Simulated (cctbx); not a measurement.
# What is wrong with this refinement?

Cell a = 4.6940 Å, b = 4.6940 Å, c = 15.7920 Å, α = 90.00°, β = 90.00°, γ = 90.00°; space group I4/mmm (no. 139). The compound is Ba2IrS4.

Simulated single-crystal data (cctbx): Mo Kα, λ = 0.71073 Å, to d = 0.84 Å, 95 % of the full sphere, strongest reflection 5000 counts, noise from counting, a 4 % proportional error and a noise floor of 15 counts (s.d.); no absorption, and some extinction, which the refinements don't model.

An anisotropic refinement with weights 1/σ² prints:

```text
Rint 0.047, 119 unique reflections to 0.84 A
cycle     R1     wR2    GooF  max shift (A)
   1  0.0188  0.0357   1.485   0.00112
   2  0.0180  0.0290   1.205   0.00000
final R1 0.0180 wR2 0.0290 GooF 1.205  parameters 11  data/parameter 10.8
atom        x        y        z      Ueq    occ   su(xyz)  su(Uiso or U11)
Ir1    0.00000  0.00000  0.00000   0.0043  1.000  0.00000  0.0003
Ba1    0.50000  0.50000  0.14153   0.0051  1.000  0.00005  0.0003
S1     0.50000  0.00000  0.00000   0.0061  1.000  0.00000  0.0016
S2     0.50000  0.50000  0.34433   0.0038  1.000  0.00020  0.0009
difference map: max 2.74 min -3.82 rms 0.38
Q1    0.0000  0.0000  0.3623    4    2.74  0.06 A from Ba1
Q2    0.0000  0.0000  0.0538    4    1.81  0.85 A from Ir1
Q3    0.0000  0.0000  0.2335    4    1.28  1.23 A from S2
Q4    0.0000  0.2701  0.3491   16    1.21  1.28 A from Ba1
Q5    0.2307  0.2307  0.1992   16    1.12  1.68 A from S2
Q6    0.1106  0.1106  0.4259   16    1.07  1.29 A from Ba1
```

**Question.** Can this result stand? If not, what is the likely fault?

Mend it. The fault: anomalous dispersion left out. Against the right model at the same level, R1 goes from 0.0146 to 0.0180 and GooF from 1.02 to 1.21, the top difference peak, 2.7 e/Å³, lies on Ba1 and a hole of -3.8 e/Å³ opens. No atom is wrong: without f′ and f″ the atoms near an edge get the wrong scattering power, which U and the scale absorb. The signs are weak, and the output alone doesn't single this fault out.

The compound is Ba2IrS4. The right model at the same level gives:

```text
Rint 0.047, 119 unique reflections to 0.84 A
cycle     R1     wR2    GooF  max shift (A)
   1  0.0144  0.0250   1.042   0.00016
   2  0.0146  0.0246   1.023   0.00000
final R1 0.0146 wR2 0.0246 GooF 1.023  parameters 11  data/parameter 10.8
atom        x        y        z      Ueq    occ   su(xyz)  su(Uiso or U11)
Ir1    0.00000  0.00000  0.00000   0.0034  1.000  0.00000  0.0002
Ba1    0.50000  0.50000  0.14153   0.0054  1.000  0.00004  0.0003
S1     0.50000  0.00000  0.00000   0.0082  1.000  0.00000  0.0014
S2     0.50000  0.50000  0.34427   0.0060  1.000  0.00017  0.0008
difference map: max 0.97 min -1.32 rms 0.29
Q1    0.2347  0.2347  0.1983   16    0.97  1.70 A from S2
Q2    0.1217  0.1217  0.4252   16    0.97  1.33 A from Ba1
Q3    0.0000  0.2758  0.3485   16    0.90  1.30 A from Ba1
Q4    0.0000  0.4206  0.0832   16    0.76  1.37 A from S1
Q5    0.1295  0.1295  0.1414   16    0.75  0.89 A from S2
Q6    0.0925  0.2773  0.0509   32    0.74  1.39 A from S1
```

This is a model crystal, built by substitution and not relaxed, with assumed displacement parameters.

[Middle refinement cycles are left out of these outputs.]

[Logs are printed without paths, hosts, clocks, repeated set-up lines and the standing remarks that a program may print on its own settings, such as how far it seeks lower states.]
